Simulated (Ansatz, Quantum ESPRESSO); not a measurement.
# AlN (P6_3mc): Raman and infrared activity, part 3 of 3

Aim: Raman and infrared lines of AlN (P6_3mc).

Quantum ESPRESSO 8.0 development, patched; DFT LDA, scalar-relativistic, plane waves, PseudoDojo norm-conserving pseudopotentials.

So far, highest mode moved by the LO-TO term (cm⁻¹): step 9 (modes along a direction of q (1 0 0)) 922. The relaxed cell has a = 3.081, c = 4.930 Å (conventional setting).

The database entry behind the starting cell differs from later determinations by our own check (inner coordinate u about 0.002 short), so it need not match the best structure at ambient conditions.

**10. The LO-TO splitting (0 0 1)**

Input file dynmat.in:

```
&INPUT
  fildyn = 'g.dyn'
  asr    = 'crystal'
  fileig = 'dynmat.eig'
  q(1)   = 0.0
  q(2)   = 0.0
  q(3)   = 1.0
/
```

On the command line:

```sh
$ dynmat.x -in dynmat.in > dynmat.out
```

The log of the run:

```text
[banner, memory and clock lines left out]
Program DYNMAT v.8.0dev

     Reading Dynamical Matrix from file g.dyn
     ...Force constants read
     ...epsilon and Z* read
     ...Raman cross sections read
     Acoustic Sum Rule: || Z*(ASR) - Z*(orig)|| =    1.076731E-03
     Acoustic Sum Rule: ||dyn(ASR) - dyn(orig)||=    1.601515E-06

     Polarizability (A^3 units)
     multiply by 0.467370 for Clausius-Mossotti correction (not under assume_isolated = 'mt')
        10.792295   -0.000000    0.000000
        -0.000000   10.792295   -0.000000
         0.000000    0.000000   11.487616

     IR activities are in (D/A)^2/amu units
     Raman activities are in A^4/amu units
     multiply Raman by 0.047714 for Clausius-Mossotti correction (not under assume_isolated = 'mt')

# mode   [cm-1]    [THz]      IR          Raman   depol.fact
    1      0.00    0.0000    0.0000         0.0000    0.7122
    2      0.00    0.0000    0.0000         0.0000    0.6856
    3      0.00    0.0000    0.0000         0.0000    0.7255
    4    241.59    7.2427    0.0000         0.0575    0.7500
    5    241.59    7.2427    0.0000         0.0575    0.7500
    6    555.38   16.6499    0.0000         0.0000    0.7493
    7    674.23   20.2128    0.0000         9.6972    0.7500
    8    674.23   20.2128    0.0000         9.6972    0.7500
    9    684.66   20.5256   31.4814         5.0060    0.7500
   10    684.66   20.5256   31.4814         5.0060    0.7500
   11    737.30   22.1038    0.0000         0.0000    0.7487
   12    896.45   26.8749   35.6696        20.8181    0.7478

[end of the log left out, with the tail of the file of modes that dynmat.x writes under the same name]
```

Wall time 0.46 s (1 thread of Arm Neoverse V2, shared host).

Numbers from this step:

```
highest mode moved by the LO-TO term : 896.5 cm⁻¹
```

Zone-centre frequencies as printed; negative means imaginary. Modes:

```csv
mode,frequency (cm⁻¹)
1,0
2,0
3,0
4,241.6
5,241.6
6,555.4
7,674.2
8,674.2
9,684.7
10,684.7
11,737.3
12,896.5
```

The field moves one mode, from 626 to 896 cm⁻¹; the others stay.

**11. Modes along a direction of q (1 1 1)**

Input file dynmat.in:

```
&INPUT
  fildyn = 'g.dyn'
  asr    = 'crystal'
  fileig = 'dynmat.eig'
  q(1)   = 1.0
  q(2)   = 1.0
  q(3)   = 1.0
/
```

On the command line:

```sh
$ dynmat.x -in dynmat.in > dynmat.out
```

The log of the run:

```text
[banners, grids, parts of the stress and lines that vanish by symmetry left out]
[banner, memory and clock lines left out]
Program DYNMAT v.8.0dev

     Reading Dynamical Matrix from file g.dyn
     ...Force constants read
     ...epsilon and Z* read
     ...Raman cross sections read
     Acoustic Sum Rule: || Z*(ASR) - Z*(orig)|| =    1.076731E-03
     Acoustic Sum Rule: ||dyn(ASR) - dyn(orig)||=    1.601515E-06

     Polarizability (A^3 units)
     multiply by 0.467370 for Clausius-Mossotti correction (not under assume_isolated = 'mt')
        10.792295   -0.000000    0.000000
        -0.000000   10.792295   -0.000000
         0.000000    0.000000   11.487616

     IR activities are in (D/A)^2/amu units
     Raman activities are in A^4/amu units
     multiply Raman by 0.047714 for Clausius-Mossotti correction (not under assume_isolated = 'mt')

# mode   [cm-1]    [THz]      IR          Raman   depol.fact
    1     -0.00   -0.0000    0.0000         0.0000    0.6860
    2      0.00    0.0000    0.0000         0.0000    0.6998
[...]
11    737.30   22.1038    0.0000         0.0000    0.7481
   12    914.29   27.4098   32.6517         9.4241    0.7487

[end of the log left out, with the tail of the file of modes that dynmat.x writes under the same name]
```

It took 0.46 s on 1 thread.

This step gave:

```
highest mode moved by the LO-TO term : 914.3 cm⁻¹
```

Zone-centre frequencies as printed; negative means imaginary. Modes:

```csv
mode,frequency (cm⁻¹)
1,0
2,0
3,0
4,241.6
5,241.6
6,555.4
7,645.4
8,674.2
9,674.2
10,684.7
11,737.3
12,914.3
```

The field moves 2 modes; the highest of them now lies at 914 cm⁻¹, where the highest that moved away lay at 685.

**12. The same in Ansatz**

A second program on the same cell, potentials, cutoff and meshes tests the implementation of the phonon response, not its convergence. Its field response is summed in its own way. Its k mesh is centred on Γ.

This step: DFT LDA, scalar-relativistic, plane waves, PseudoDojo norm-conserving pseudopotentials (Ansatz 0.2.0).

Input file input.yaml:

```yaml
crystal:
  lattice:
    - [3.0805571897, 0.0, 0.0]
    - [-1.5402785946, 2.6678407843, 0.0]
    - [0.0, 0.0, 4.930336414]
  atoms:
    - { symbol: Al, position: [0.3333333333, 0.6666666667, -0.0009953768] }
    - { symbol: Al, position: [0.6666666667, 0.3333333333, 0.4990046232] }
    - { symbol: "N", position: [0.3333333333, 0.6666666667, 0.3809953768] }
    - { symbol: "N", position: [0.6666666667, 0.3333333333, 0.8809953768] }
kpoints:
  mp_grid: { grid: [9, 9, 4] }
hamiltonian:
  xc: lda
  pseudopotentials: { kind: nc, accuracy: standard }
scf:
  occupations: { method: fixed }
output:
  eigenvalues: true
basis:
  ecutwfc: 979.61
phonons:
  method: dfpt
  dielectric: true
  rigid_motions: translations
  raman: true
```

On the command line:

```sh
$ ansatz run input.yaml --threads 8 --pin off --max-ram 16384MiB --backend cpu --events-out ev --progress --plain --runs-dir out
```

The log of the run:

```text
Warning: basis.ecutwfc = 979.61 eV is below the records' recommended 1142.878222 eV, and the density's cutoff is lower with it unless basis.ecutrho_ratio is high enough to keep the records' density cutoff: compare with a run at a higher cutoff
Engine: ansatz 0.2.0, aarch64-unknown-linux-gnu
Pseudopotentials: kind: nc
Pseudopotential: Al, nc, valence charge 3, recommended cutoff 598.650497 eV (normal), Al.nc.azcp (PseudoDojo's, or run here from an input of PseudoDojo's; its table is named by hamiltonian.pseudopotentials.accuracy)
Pseudopotential: N, nc, valence charge 5, recommended cutoff 1142.878222 eV (normal), N.nc.azcp (PseudoDojo's, or run here from an input of PseudoDojo's; its table is named by hamiltonian.pseudopotentials.accuracy)
Functional definition: SPW92
  exchange = slater_x
  correlation = pw_c
Crystal: 4 atoms, lattice volume = 40.520 Å³
Basis set: ecut = 979.61 eV, 2827 PW (Γ), exchange–correlation on 64×64×108 points (8 copies of the dense FFT grid, shifted against one another)
Bands: 12, of which v1, the nominal top of the filled ones, is band 8 counted from 1 (7 counted from 0)
Symmetry: 12 space group operations
k-points: 95 of 324 (irreducible under 2 space group operations, time reversal used)
Non-local potential: Al, projectors of the file, l = 0: 2, l = 1: 2, l = 2: 2
Non-local potential: N, projectors of the file, l = 0: 2, l = 1: 2
Initial density: superposition of atomic densities (chi_scale 0.1, normalization cell, long waves kept (reshape's long-wave potential 0.00 eV rms))
Initial wavefunctions: pseudopotential atomic-orbital guess
Functional: x = slater, c = lda
SCF iter   1: F=—  HF=-702.205411 eV  |F-HF|=—  |Δ(HF+E_count)|=         —  Δρ=1.50e-1  dr2=1.05e1  ethr=3.10e-3  ⟨swp⟩=5.0  Hψ=6537  notcnv=0  defer=185
preconditioner: auto → none  [insulator: Δε(μ)=5.955 eV  Ē_g=14.529 eV  n_scr=2 (ndim 8)  ℏωp=23.3 eV  f_vac=0.000  ε∞_Penn≈3.6]
SCF iter   2: F=—  HF=-699.396425 eV  |F-HF|=—  |Δ(HF+E_count)|=    2.81e0  Δρ=7.57e-2  dr2=1.37e0  ethr=3.10e-3  ⟨swp⟩=4.7  Hψ=4035  notcnv=0  defer=188
SCF iter   3: F=—  HF=-699.003438 eV  |F-HF|=—  |Δ(HF+E_count)|=   3.93e-1  Δρ=2.15e-2  dr2=9.35e-2  ethr=3.10e-3  ⟨swp⟩=2.4  Hψ=2759  notcnv=0  defer=188
SCF iter   4: F=—  HF=-698.980868 eV  |F-HF|=—  |Δ(HF+E_count)|=   2.26e-2  Δρ=1.31e-3  dr2=2.20e-4  ethr=5.85e-4  ⟨swp⟩=2.0  Hψ=1338  notcnv=0  defer=190
SCF iter   5: F=—  HF=-698.980772 eV  |F-HF|=—  |Δ(HF+E_count)|=   9.57e-5  Δρ=1.62e-4  dr2=4.88e-6  ethr=1.37e-6  ⟨swp⟩=2.0  Hψ=1910  notcnv=0  defer=190
SCF iter   6: F=—  HF=-698.980772 eV  |F-HF|=—  |Δ(HF+E_count)|=   4.27e-7  Δρ=1.42e-5  dr2=3.21e-8  ethr=3.05e-8  ⟨swp⟩=2.3  Hψ=1688  notcnv=0  defer=76
SCF iter   7: F=—  HF=-698.980772 eV  |F-HF|=—  |Δ(HF+E_count)|=   6.36e-8  Δρ=1.37e-6  dr2=4.58e-10  ethr=2.01e-10  ⟨swp⟩=2.6  Hψ=1938  notcnv=0
SCF iter   8: F=-698.980772 eV  HF=-698.980772 eV  |F-HF|=1.71e-12  |Δ(HF+E_count)|=  1.12e-10  Δρ=2.36e-7  dr2=7.41e-12  ethr=1.00e-12  ⟨swp⟩=9.0  Hψ=8664  notcnv=0
SCF 1 converged in 8 iterations: F = -698.980772 eV  dr2 = 7.41e-12
NSCF: frozen V_eff on 4 k-points
DFPT response loops at Γ: preconditioner auto → none (the input reference at scf.mixing.eps_inf says where Resta's filter doesn't serve); β = 0.50; Broyden in place of MSR1
── the response to a field inside a basis, on 14×14×8 k-points: an SCF that follows is theirs, and a resumed run solves both again ──
Bands: 9, of which v1, the nominal top of the filled ones, is band 8 counted from 1 (7 counted from 0)
k-points: 224 of 1568 (irreducible under 4 space group operations, time reversal used)
Initial density: handed on by an earlier stage of this run
Initial wavefunctions: pseudopotential atomic-orbital guess (no wavefunctions were taken with the density)
Eigensolver: Dense (224 Hₖ)
SCF iter   1: F=—  HF=-698.981144 eV  |F-HF|=—  |Δ(HF+E_count)|=         —  Δρ=3.34e-4  dr2=4.92e-6  ethr=1.00e-1
preconditioner: auto → none  [insulator: Δε(μ)=4.735 eV  Ē_g=11.278 eV  n_scr=2 (ndim 8)  ℏωp=23.3 eV  f_vac=0.000  ε∞_Penn≈5.3]
SCF iter   2: F=—  HF=-698.981146 eV  |F-HF|=—  |Δ(HF+E_count)|=   1.53e-6  Δρ=1.67e-4  dr2=1.10e-6  ethr=3.07e-8
SCF iter   3: F=—  HF=-698.981146 eV  |F-HF|=—  |Δ(HF+E_count)|=   5.20e-7  Δρ=7.50e-5  dr2=1.96e-7  ethr=6.87e-9
SCF iter   4: F=—  HF=-698.981146 eV  |F-HF|=—  |Δ(HF+E_count)|=   1.47e-7  Δρ=2.71e-6  dr2=4.36e-10  ethr=1.22e-9
SCF iter   5: F=-698.981146 eV  HF=-698.981146 eV  |F-HF|=9.09e-13  |Δ(HF+E_count)|=  8.98e-11  Δρ=6.53e-8  dr2=7.12e-13  ethr=2.72e-12
SCF 1 converged in 5 iterations: F = -698.981146 eV  dr2 = 7.12e-13
DFPT response loops at Γ: mixed as the last ones told, above
DFPT response loops at Γ: mixed as the last ones told, above
WARN: field response: ε∞ stands inside a basis, on 14×14×8 points; the force constants stand on the 9×9×4 k-mesh, whose period is 12.97 times the interband length at k = (0.0000, 0.0000, 0.0000), direct gap 4.506 eV, under 14: take them and everything formed from them as unconverged, and compare with a denser kpoints.mp_grid
SCF converged after 8 iterations
Free energy (F): -698.980772 eV
Harris-Foulkes:  -698.980772 eV  (|F-HF|=1.71e-12)
Internal energy: -698.980772 eV  (E = F + TS)
E sigma→0 (E₀):  -698.980772 eV
Fermi energy:    7.155352 eV
--- Per-component energies (eV) ---
  E_band       = 30.024065
  E_kinetic    = 449.665717
  E_local      = -430.672304  (includes V_loc(G=0)·N_el)
  E_nonlocal   = -39.110842
  E_hartree    = 151.215750
  E_xc         = -232.228350
  E_vxc        = -252.289983  (∫ρ·V_xc dr)
  E_ewald      = -597.850744
  E_smearing   = -0.000000  (= −TS)
  E_closure    = 0.000000  (closes the sum)
  Σ components = -698.980772   (vs F -698.980772, Δ=0.00e0)
--- Band table (eV; the first three rows and the last of 95) ---
  k-point 0: bands = [... 4 lower, 6.2599, 6.9254, 6.9254, 7.1554, 11.6610, 13.9686, 17.8702, 18.3454]
  k-point 1: bands = [... 4 lower, 6.3526, 6.3526, 6.8231, 6.8231, 12.5824, 14.1046, 17.5260, 18.3148]
  k-point 2: bands = [... 4 lower, 6.5829, 6.5829, 6.5829, 6.5829, 13.8395, 13.8395, 17.5504, 17.5504]
  k-point 94: bands = [... 4 lower, 4.4987, 4.4987, 6.0404, 6.0404, 13.7489, 13.7489, 16.5484, 16.5484]
--- Phonons (Γ-DFPT): 4 representative perturbations + reference, on 95 of 324 k-points (Σ response iterations 12) ---
  k mesh reduced under 2 symmetry operations, with k and −k counted as one. Each operation leaves every solved perturbation unchanged. A smaller set is not considered because the run solves the response to a homogeneous field
  ASR residual: 1.516e-4 → 0.000e0 eV/Å²; symmetrization residual: 1.195e-6 eV/Å²
  ASR residual per site (eV/Å²): 3.12e-5 3.12e-5 1.52e-4 1.52e-4
  Γ frequencies (cm⁻¹): 0.00 0.00 0.00 241.59 241.59 555.38 626.20 674.23 674.23 684.66 684.66 737.29
  ε∞ (high-frequency dielectric tensor):
        4.344490     0.000000    -0.000000
        0.000000     4.344490     0.000000
       -0.000000     0.000000     4.563309
  ε⁰ (static dielectric tensor: ions relaxed, cell fixed):
        7.878835     0.000000    -0.000000
        0.000000     7.878835    -0.000000
       -0.000000    -0.000000     9.353994
  ε⁰ − ε∞ (ionic part):
        3.534345     0.000000    -0.000000
        0.000000     3.534345    -0.000000
       -0.000000    -0.000000     4.790685
  softest optical mode at Γ: 241.59 cm⁻¹; the repairs (sum rule, projections) moved no ω² at Γ by more than (1.79 cm⁻¹)²
  Born effective charges Z* (e; rows j = field, columns β = displacement):
    site 0:
         2.50790    0.00000   -0.00000
         0.00000    2.50790   -0.00000
        -0.00000   -0.00000    2.67050
    site 1:
         2.50790    0.00000    0.00000
         0.00000    2.50790   -0.00000
        -0.00000   -0.00000    2.67050
    site 2:
        -2.50790   -0.00000    0.00000
        -0.00000   -2.50790    0.00000
         0.00000    0.00000   -2.67050
    site 3:
        -2.50790   -0.00000    0.00000
        -0.00000   -2.50790   -0.00000
         0.00000   -0.00000   -2.67050
  Z* charge neutrality: 7.238e-4 e pre-enforcement
  solved inside a basis spanned on kpoints, on 14×14×8 k-points: ε∞ is read to err by 1.3e-2, Z* by 1.0e-2 e (field_mesh: kpoints solves on kpoints); Z* is corrected for what the basis lacks
  Raman tensors (in the event stream and the table raman_tensors.tsv): an entry may err by 2.1e-3 Å², one of the second-order susceptibility by 7.1e-3 pm/V (basis, points and sum rule); their sum over the sites missed zero by 1.006e-4 Å² ahead of its enforcement
  optical modes at Γ without the LO–TO term, one row a degenerate level:
      ω (cm⁻¹)  modes    IR ((D/Å)²/amu)  static Raman (Å⁴/amu)  depolarisation
        241.59      2             0.0000                 0.1198           0.750
        555.38      1             0.0000                 0.0000               —
        626.20      1            35.6884                21.1427           0.748
        674.23      2             0.0000                19.6014           0.750
        684.66      2            62.9495                 9.9619           0.750
        737.29      1             0.0000                 0.0000               —
  optical modes at Γ + LO–TO along q̂ = [1.0000, 0.0000, 0.0000]:
      ω (cm⁻¹)  modes    IR ((D/Å)²/amu)  static Raman (Å⁴/amu)  depolarisation
        241.59      2             0.0000                 0.1198           0.750
        555.38      1             0.0000                 0.0000               —
        626.20      1            35.6884                21.1427           0.748
        674.23      2             0.0000                19.6014           0.750
        684.66      1            31.4748                 4.9809           0.750
        737.29      1             0.0000                 0.0000               —
        922.01      1            31.4748                 5.1115           0.750
  optical modes at Γ + LO–TO along q̂ = [0.0000, 1.0000, 0.0000]:
      ω (cm⁻¹)  modes    IR ((D/Å)²/amu)  static Raman (Å⁴/amu)  depolarisation
        241.59      2             0.0000                 0.1198           0.750
        555.38      1             0.0000                 0.0000               —
        626.20      1            35.6884                21.1427           0.748
        674.23      2             0.0000                19.6014           0.750
        684.66      1            31.4748                 4.9809           0.750
        737.29      1             0.0000                 0.0000               —
        922.01      1            31.4748                 5.1115           0.750
  optical modes at Γ + LO–TO along q̂ = [0.0000, 0.0000, 1.0000]:
      ω (cm⁻¹)  modes    IR ((D/Å)²/amu)  static Raman (Å⁴/amu)  depolarisation
        241.59      2             0.0000                 0.1198           0.750
        555.38      1             0.0000                 0.0000               —
        674.23      2             0.0000                19.6014           0.750
        684.66      2            62.9495                 9.9619           0.750
        737.29      1             0.0000                 0.0000               —
        896.54      1            35.6884                 9.9083           0.546
```

Wall time 83 s (8 threads); peak memory 2.1 GiB; 11 min of CPU time.

Numbers from this step:

```
sum-rule residual before enforcement     : 1.52e-4 eV/Å²
miss of the charge sum rule              : 7.24e-4 e
estimated error of the dielectric tensor : 0.01282
estimated error of the Born charges      : 0.01007 e
mean high-frequency dielectric constant  : 4.417
mean static dielectric constant          : 8.371
highest mode moved by the LO-TO term     : 922.0 cm⁻¹
```

Transverse modes. Infrared lines, with heights relative to the strongest:

```csv
position (cm⁻¹),label,"IR intensity ((D/Å)²/amu), degenerate modes summed, relative"
242,E2,0.0
555,B1,0.0
626,A1,57
674,E2,0.0
685,E1,100
737,B1,0.0
```

Activity x (w_L - w)^4 (n + 1)/w, 532 nm, 300 K. Raman lines, with heights relative to the strongest:

```csv
position (cm⁻¹),label,"Stokes intensity, strongest 100"
242,E2,2.2
555,B1,0.0
626,A1,100
674,E2,84
685,E1,42
737,B1,0.0
```

The log warns that the force constants on this k mesh are to be taken as unconverged.

**13. The two compared: QE PseudoDojo and Ansatz, PseudoDojo**

Numbers from this step:

```
root-mean-square difference : 0 cm⁻¹
largest difference          : 0.01 cm⁻¹
```

Frequencies side by side, by row:

```csv
q (reciprocal lattice),mode,QE PseudoDojo (cm⁻¹),"Ansatz, PseudoDojo (cm⁻¹)"
0 0 0,1,0,0
0 0 0,2,0,0
0 0 0,3,0,0
0 0 0,4,241.6,241.6
0 0 0,5,241.6,241.6
0 0 0,6,555.4,555.4
0 0 0,7,626.2,626.2
0 0 0,8,674.2,674.2
0 0 0,9,674.2,674.2
0 0 0,10,684.7,684.7
0 0 0,11,684.7,684.7
0 0 0,12,737.3,737.3
```

The two runs side by side. Further quantities:

```csv
quantity,QE PseudoDojo,"Ansatz, PseudoDojo"
mean ε∞,4.419,4.417
"largest Born charge in size (e; the first before, the second after the charge sum rule)",2.562,2.562
summed IR intensity ((D/Å)²/amu),98.63,98.64
summed Raman activity (Å⁴/amu),50.34,50.82
```

At the zone centre the largest difference (acoustic modes at Γ apart) is 0.001 % of the highest mode.

**14. Outcome**

| Quantity | Value |
| --- | --- |
| space group after relaxation | P6_3mc |
| volume per atom | 10.1 Å³ |
| gap on the k-mesh | 4.51 eV |
| highest optical zone-centre mode (no LO-TO term) | 737.3 cm⁻¹ |
| lowest optical zone-centre mode | 241.6 cm⁻¹ |
| highest mode moved by the LO-TO term | 921.9 cm⁻¹ |
| mean high-frequency dielectric constant | 4.42 |
| largest Born charge in size (third of the trace) | 2.56 e |
| mean static dielectric constant | 8.37 |
| imaginary optical modes at the zone centre (no q mesh in this session) | none |
| largest difference from Ansatz, PseudoDojo | 0.01 cm⁻¹ |

**Reading.** The largest Raman activity of AlN (P6_3mc) lies at 626 cm⁻¹ and the strongest infrared line at 685 cm⁻¹ (transverse modes). At the LDA level the optical modes of AlN (P6_3mc) at the zone centre (no LO-TO term) run from 242 to 737 cm⁻¹. Along the directions run, the highest mode that the macroscopic field moves lies at 922 cm⁻¹. Lattice motion raises the mean dielectric constant from 4.419 to 8.372. The Born charge of Al is 2.562 e against a formal charge of +3, somewhat under it. Of the 9 optical modes, 4 are Raman active alone, 2 are silent and 3 are both infrared and Raman active. QE PseudoDojo and Ansatz, PseudoDojo agree to 0.01 cm⁻¹ (0.001 % of the highest mode compared) on all solved modes but the acoustic ones at Γ, without the LO-TO term. These are harmonic frequencies at zero temperature: anharmonic shifts and linewidths and thermal expansion are left out. The relaxation ran at 72 Ry, under the 84 Ry recommended for these files; the stress of so short a basis can leave the cell about one per cent too small. Ansatz warns that the cutoff lies 14 % under the one recommended for these files; agreement at one cutoff is not convergence. Ansatz's log warns that force constants on this k mesh are to be taken as unconverged, an error that the frequencies of both programs share. The build is a development version in which the Raman tensors of release 7.5 are mended; dynmat.x leaves out the electro-optic term of LO lines.

Comparison with the measured values:

| quantity | measured | LDA PseudoDojo norm-conserving, Quantum ESPRESSO |
| --- | --- | --- |
| lattice constant a (Å) | 3.111 | 3.081 (-1.0 %) |
| Raman mode, E2(low) (cm⁻¹) | 247.6 | 242 (-2.4 %) |
| Raman mode, A1(TO) (cm⁻¹) | 610.4 | 626 (+2.6 %) |
| Raman mode, E2(high) (cm⁻¹) | 656.1 | 674 (+2.8 %) |
| Raman mode, E1(TO) (cm⁻¹) | 669.1 | 685 (+2.3 %) |

Measured values from arxiv:1112.6088 (2011) and pmc:10004678 (2023).

Verdict: Measured modes were matched to the nearest mode of that symmetry; at LDA PseudoDojo norm-conserving, Quantum ESPRESSO, 4 of them have a partner, and the computed frequencies miss them by 2.5 % on average (mean signed +1.3 %), which is good agreement. The lattice constant a is off by -1.0 %: fair agreement. The grades are ours: good and fair within 0.7 and 1.5 % for the lattice constant a and 3 and 7 % for the Raman mode. For lattice constants and Raman mode the calculation has a static lattice, without zero-point motion or thermal expansion (measured at up to 300 K). Limits of convergence are named above.

[Host names and launcher messages were left out of these logs when they were recorded.]

[Logs are printed without paths, hosts, clocks, repeated set-up lines and the standing remarks that a program may print on its own settings, such as how far it seeks lower states.]

[Hosts, paths, dates, database ids (printed as entryN), source tags and the programs' standing remarks are cut or masked in the printed files.]
